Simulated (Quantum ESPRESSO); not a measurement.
## K (Im-3m): phonons by linear response

How does K (Im-3m) vibrate, and is this structure a minimum?

Main program and level: Quantum ESPRESSO 7.5; DFT LDA, scalar-relativistic, plane waves, PseudoDojo norm-conserving pseudopotentials.

The database entry behind the starting cell lists a temperature near 5 K, so it need not match the best structure at ambient conditions.

## Step 1: Starting point

The structure is cubic, space group Im-3m (No. 229). Conventional cell: a = 5.225 Å, b = 5.225 Å, c = 5.225 Å, α = 90.00°, β = 90.00°, γ = 90.00°. Nearest to K lie 8 K at 4.52 Å.

## Step 2: A probe with smearing

Before anything dear is run, a loose run with smearing shows whether this is a metal and how far the cell is from rest.

The input, probe.in:

```
&control
   calculation = 'scf'
   prefix = 'x'
   outdir = './tmp'
   pseudo_dir = './pseudo'
   tprnfor = .true.
   tstress = .true.
   verbosity = 'high'
/
&system
   ibrav = 0
   nat = 1
   ntyp = 1
   ecutwfc = 72.0
   occupations = 'smearing'
   smearing = 'gaussian'
   degauss = 0.01
/
&electrons
   conv_thr = 1.0d-07
   mixing_beta = 0.7
   electron_maxstep = 100
/
ATOMIC_SPECIES
 K      39.0983  K.upf
CELL_PARAMETERS angstrom
    -2.612500000    2.612500000    2.612500000
     2.612500000   -2.612500000    2.612500000
     2.612500000    2.612500000   -2.612500000
ATOMIC_POSITIONS crystal
 K      0.000000000   0.000000000   0.000000000
K_POINTS automatic
 6 6 6 0 0 0
```

The run is started by

```sh
$ OMP_NUM_THREADS=1 mpirun -n 4 pw.x -nk 4 -in probe.in > probe.out
```

The program printed:

```text
[banners, grids, parts of the stress and lines that vanish by symmetry left out]
Program PWSCF v.7.5
     Message from routine setup:
     using ibrav=0 with symmetry is DISCOURAGED, use correct ibrav instead
[...]
kinetic-energy cutoff     =      72.0000  Ry
     charge density cutoff     =     288.0000  Ry
     scf convergence threshold =      1.0E-07
[...]
Exchange-correlation= SLA  PW   NOGX NOGC
                           (   1   4   0   0   0   0   0)
[...]
48 Sym. Ops., with inversion, found
[...]
(     0          1          0      )
                  (     0          0          1      )
[...]
(  0.0000000  1.0000000 -0.0000000 )
                  ( -0.0000000 -0.0000000  1.0000000 )
[...]
(     1          0          0      )
                  (    -1         -1         -1      )
[...]
(    -1          0          0      )
                  (     0          0         -1      )
[...]
( -1.0000000 -0.0000000  0.0000000 )
                  (  0.0000000  1.0000000 -0.0000000 )
[...]
number of k points=    16  Gaussian smearing, width (Ry)=  0.0100
[...]
c_bands:  1 eigenvalues not converged
     c_bands:  1 eigenvalues not converged
[...]
End of self-consistent calculation
[...]
the Fermi energy is     1.7468 ev
!    total energy              =     -59.83941595 Ry
[...]
convergence has been achieved in   4 iterations
[...]
atom    1 type  1   force =     0.00000000    0.00000000    0.00000000
[...]
Total force =     0.000000     Total SCF correction =     0.000000
[...]
total   stress  (Ry/bohr**3)                   (kbar)     P=       -3.71
[...]
XML data file, charge density, pseudopotentials, collected wavefunctions

   JOB DONE.
```

Wall time 13 s (4 MPI ranks of Intel Xeon at 2.50GHz (Skylake/Cascade Lake), shared host).

This step gave:

```yaml
volume_per_atom: 71.32 Å³
pressure: -0.371 GPa
gap_on_the_k_mesh: 0 eV
```

No gap opens on this mesh, so smearing is kept; the start stands at -0.37 GPa.

## Step 3: Relaxation

The relaxation runs at a cutoff a fifth above that of the response, since stress converges more slowly with the basis than frequencies do. Forces and stress are brought to rest with tight thresholds.

The input, relax.in:

```
&control
   calculation = 'vc-relax'
   prefix = 'x'
   outdir = './tmp'
   pseudo_dir = './pseudo'
   tprnfor = .true.
   tstress = .true.
   forc_conv_thr = 2.0d-05
   etot_conv_thr = 1.0d-07
   nstep = 40
/
&system
   ibrav = 0
   nat = 1
   ntyp = 1
   ecutwfc = 86
   occupations = 'smearing'
   smearing = 'mv'
   degauss = 0.02
/
&electrons
   conv_thr = 1.0d-11
   mixing_beta = 0.7
   electron_maxstep = 100
/
&ions
/
&cell
   press_conv_thr = 0.2
/
ATOMIC_SPECIES
 K      39.0983  K.upf
CELL_PARAMETERS angstrom
    -2.612500000    2.612500000    2.612500000
     2.612500000   -2.612500000    2.612500000
     2.612500000    2.612500000   -2.612500000
ATOMIC_POSITIONS crystal
 K      0.000000000   0.000000000   0.000000000
K_POINTS automatic
 10 10 10 0 0 0
```

The run is started by

```sh
$ OMP_NUM_THREADS=1 mpirun -n 4 pw.x -nk 4 -in relax.in > relax.out
```

The program printed:

```text
[banners, grids, parts of the stress and lines that vanish by symmetry left out]
[banner, memory and clock lines left out]
Program PWSCF v.7.5

[...]
kinetic-energy cutoff     =      86.0000  Ry
     charge density cutoff     =     344.0000  Ry
     scf convergence threshold =      1.0E-11
[...]
energy convergence thresh.=      1.0E-07
     force convergence thresh. =      2.0E-05
     press convergence thresh. =      2.0E-01
     Exchange-correlation= SLA  PW   NOGX NOGC
                           (   1   4   0   0   0   0   0)
[...]
48 Sym. Ops., with inversion, found
[...]
number of k points=    47  Marzari-Vanderbilt smearing, width (Ry)=  0.0200
[...]
c_bands:  1 eigenvalues not converged
     c_bands:  1 eigenvalues not converged
[...]
End of self-consistent calculation
[...]
the Fermi energy is     1.7415 ev
!    total energy              =     -59.84013729 Ry
[...]
convergence has been achieved in   6 iterations
[...]
atom    1 type  1   force =     0.00000000    0.00000000    0.00000000
     Total force =     0.000000     Total SCF correction =     0.000000
[...]
total   stress  (Ry/bohr**3)                   (kbar)     P=       -3.85
[...]
number of bfgs steps    =   0
[...]
CELL_PARAMETERS (angstrom)
[...]
ATOMIC_POSITIONS (crystal)
K                0.0000000000        0.0000000000        0.0000000000
[...]
New effective cutoffs (rho, wfc):  343.84   86.11
[...]
End of self-consistent calculation
[...]
the Fermi energy is     1.7496 ev
!    total energy              =     -59.84016183 Ry
[...]
convergence has been achieved in   3 iterations
[...]
atom    1 type  1   force =     0.00000000    0.00000000    0.00000000
     Total force =     0.000000     Total SCF correction =     0.000000
[...]
total   stress  (Ry/bohr**3)                   (kbar)     P=       -3.79
[...]
number of bfgs steps    =   1
[...]
WARNING: bfgs curvature condition failed, Theta= 0.813
[...]
CELL_PARAMETERS (angstrom)
[...]
ATOMIC_POSITIONS (crystal)
K                0.0000000000        0.0000000000        0.0000000000
[...]
New effective cutoffs (rho, wfc):  344.51   86.27
[...]
End of self-consistent calculation
[...]
the Fermi energy is     1.7619 ev
!    total energy              =     -59.84019787 Ry
[...]
convergence has been achieved in   4 iterations
[...]
atom    1 type  1   force =     0.00000000    0.00000000    0.00000000
     Total force =     0.000000     Total SCF correction =     0.000000
[...]
total   stress  (Ry/bohr**3)                   (kbar)     P=       -3.71
[...]
number of bfgs steps    =   2
[...]
CELL_PARAMETERS (angstrom)
[...]
ATOMIC_POSITIONS (crystal)
K                0.0000000000        0.0000000000        0.0000000000
[...]
New effective cutoffs (rho, wfc):  345.53   86.53
[...]
End of self-consistent calculation
[...]
the Fermi energy is     1.7803 ev
!    total energy              =     -59.84025022 Ry
[...]
convergence has been achieved in   4 iterations
[...]
atom    1 type  1   force =     0.00000000    0.00000000    0.00000000
     Total force =     0.000000     Total SCF correction =     0.000000
[...]
total   stress  (Ry/bohr**3)                   (kbar)     P=       -2.54
[...]
number of bfgs steps    =   6
[...]
the Fermi energy is     2.0146 ev
!    total energy              =     -59.84071186 Ry
[...]
convergence has been achieved in   6 iterations
[...]
atom    1 type  1   force =     0.00000000    0.00000000    0.00000000
     Total force =     0.000000     Total SCF correction =     0.000000
[...]
total   stress  (Ry/bohr**3)                   (kbar)     P=       -1.71
[...]
number of bfgs steps    =   7
[...]
the Fermi energy is     2.1703 ev
!    total energy              =     -59.84081880 Ry
[...]
convergence has been achieved in   6 iterations
[...]
atom    1 type  1   force =     0.00000000    0.00000000    0.00000000
     Total force =     0.000000     Total SCF correction =     0.000000
[...]
total   stress  (Ry/bohr**3)                   (kbar)     P=       -0.31
[...]
number of bfgs steps    =   8
[...]
New effective cutoffs (rho, wfc):  368.44   92.27
[...]
the Fermi energy is     2.2043 ev
!    total energy              =     -59.84082194 Ry
[...]
convergence has been achieved in   5 iterations
[...]
atom    1 type  1   force =     0.00000000    0.00000000    0.00000000
     Total force =     0.000000     Total SCF correction =     0.000000
[...]
total   stress  (Ry/bohr**3)                   (kbar)     P=        0.02
[...]
number of bfgs steps    =   9
[...]
CELL_PARAMETERS (angstrom)
[...]
ATOMIC_POSITIONS (crystal)
K                0.0000000000        0.0000000000        0.0000000000
[...]
New effective cutoffs (rho, wfc):  368.33   92.24
[...]
End of self-consistent calculation
[...]
the Fermi energy is     2.2023 ev
!    total energy              =     -59.84082195 Ry
[...]
convergence has been achieved in   3 iterations
[...]
atom    1 type  1   force =     0.00000000    0.00000000    0.00000000
     Total force =     0.000000     Total SCF correction =     0.000000
[...]
total   stress  (Ry/bohr**3)                   (kbar)     P=       -0.00
[...]
bfgs converged in  11 scf cycles and  10 bfgs steps
[...]
End of BFGS Geometry Optimization
     Final enthalpy           =     -59.8408219502 Ry
     File ./tmp/x.bfgs deleted, as requested
[...]
CELL_PARAMETERS (angstrom)
[...]
ATOMIC_POSITIONS (crystal)
K                0.0000000000        0.0000000000        0.0000000000
[...]
Final scf calculation at the relaxed structure.
[...]
kinetic-energy cutoff     =      86.0000  Ry
     charge density cutoff     =     344.0000  Ry
     scf convergence threshold =      1.0E-13
[...]
press convergence thresh. =      2.0E-01
     Exchange-correlation= SLA  PW   NOGX NOGC
                           (   1   4   0   0   0   0   0)
[...]
48 Sym. Ops., with inversion, found
[...]
number of k points=    47  Marzari-Vanderbilt smearing, width (Ry)=  0.0200
[...]
c_bands:  1 eigenvalues not converged
     c_bands:  3 eigenvalues not converged
[...]
c_bands:  5 eigenvalues not converged
[...]
c_bands:  1 eigenvalues not converged
[...]
End of self-consistent calculation
[...]
the Fermi energy is     2.2023 ev
!    total energy              =     -59.84081878 Ry
[...]
convergence has been achieved in   8 iterations
[...]
atom    1 type  1   force =     0.00000000    0.00000000    0.00000000
     Total force =     0.000000     Total SCF correction =     0.000000
[...]
total   stress  (Ry/bohr**3)                   (kbar)     P=       -0.00
[...]
XML data file, charge density, pseudopotentials, collected wavefunctions
```

The job ended after 7.8 min (4 MPI ranks).

Step by step:

```
step  energy less that of the first step (eV)  largest force (eV/Å)  pressure (GPa)  volume (Å³)
   1                                   0.0000                0.0000           -0.39        71.32
   2                                  -0.0003                0.0000           -0.38        71.18
   3                                  -0.0008                0.0000           -0.37        70.97
   4                                  -0.0015                0.0000           -0.36        70.66
   5                                  -0.0026                0.0000           -0.34        70.19
   6                                  -0.0040                0.0000           -0.30        69.49
   7                                  -0.0058                0.0000           -0.25        68.45
   8                                  -0.0078                0.0000           -0.17        66.91
   9                                  -0.0093                0.0000           -0.03        64.65
  10                                  -0.0093                0.0000            0.00        64.17
  11                                  -0.0093                0.0000            0.00        64.20
  12                                  -0.0093                0.0000            0.00        64.20
```

```
conventional cell, symmetrised  before  after   change
                         a (Å)   5.225  5.045   -3.4 %
                         b (Å)   5.225  5.045   -3.4 %
                         c (Å)   5.225  5.045   -3.4 %
              volume (Å³/atom)   71.32  64.20  -10.0 %
```

The relaxed structure:

```
CELL_PARAMETERS angstrom
-2.52249 2.52249 2.52249
2.52249 -2.52249 2.52249
2.52249 2.52249 -2.52249
ATOMIC_POSITIONS crystal
K 0.00000 0.00000 0.00000
```

The last row of the table of steps is pw.x's closing run on a basis chosen anew for the final cell, so its energy can jump.

Read from the output:

| Property | Result |
| --- | --- |
| volume per atom | 64.20 Å³ |
| pressure | 0 GPa |

The volume changes by -10.0 % from the cell with which this run began.

## Step 4: Ground state

Perturbation theory inherits every error of the wavefunctions, so the threshold is set near the limit of the arithmetic. Smearing stays on, as the first look found no gap above 0.3 eV.

The input, scf.in:

```
&control
   calculation = 'scf'
   prefix = 'x'
   outdir = './tmp'
   pseudo_dir = './pseudo'
   tprnfor = .true.
   tstress = .true.
/
&system
   ibrav = 0
   nat = 1
   ntyp = 1
   ecutwfc = 72.0
   occupations = 'smearing'
   smearing = 'mv'
   degauss = 0.02
/
&electrons
   conv_thr = 1.0d-12
   mixing_beta = 0.7
   electron_maxstep = 100
/
ATOMIC_SPECIES
 K      39.0983  K.upf
CELL_PARAMETERS angstrom
    -2.522486965    2.522486965    2.522486965
     2.522486965   -2.522486965    2.522486965
     2.522486965    2.522486965   -2.522486965
ATOMIC_POSITIONS crystal
 K      0.000000000   0.000000000   0.000000000
K_POINTS automatic
 12 12 12 0 0 0
```

The run is started by

```sh
$ OMP_NUM_THREADS=1 mpirun -n 4 pw.x -nk 4 -in scf.in > scf.out
```

The program printed:

```text
[banners, grids, parts of the stress and lines that vanish by symmetry left out]
[banner, memory and clock lines left out]
Program PWSCF v.7.5

[...]
kinetic-energy cutoff     =      72.0000  Ry
     charge density cutoff     =     288.0000  Ry
     scf convergence threshold =      1.0E-12
[...]
Exchange-correlation= SLA  PW   NOGX NOGC
                           (   1   4   0   0   0   0   0)
[...]
48 Sym. Ops., with inversion, found
[...]
number of k points=    72  Marzari-Vanderbilt smearing, width (Ry)=  0.0200
[...]
c_bands:  2 eigenvalues not converged
     c_bands:  1 eigenvalues not converged
[...]
End of self-consistent calculation
[...]
the Fermi energy is     2.1977 ev
!    total energy              =     -59.84088128 Ry
[...]
convergence has been achieved in   7 iterations
[...]
atom    1 type  1   force =     0.00000000    0.00000000    0.00000000
     Total force =     0.000000     Total SCF correction =     0.000000
[...]
total   stress  (Ry/bohr**3)                   (kbar)     P=       -0.08
[...]
XML data file, charge density, pseudopotentials, collected wavefunctions
```

Wall time 66 s (4 MPI ranks).

Read from the output:

```yaml
pressure: -0.008 GPa
```

The cell stands at -0.008 GPa, close enough for phonons.

(Part 1 of 3 ends here.)

[Host names and launcher messages were left out of these logs when they were recorded.]

[Logs are printed without paths, hosts, clocks, repeated set-up lines and the standing remarks that a program may print on its own settings, such as how far it seeks lower states.]

[Hosts, paths, dates, database ids (printed as entryN), source tags and the programs' standing remarks are cut or masked in the printed files.]
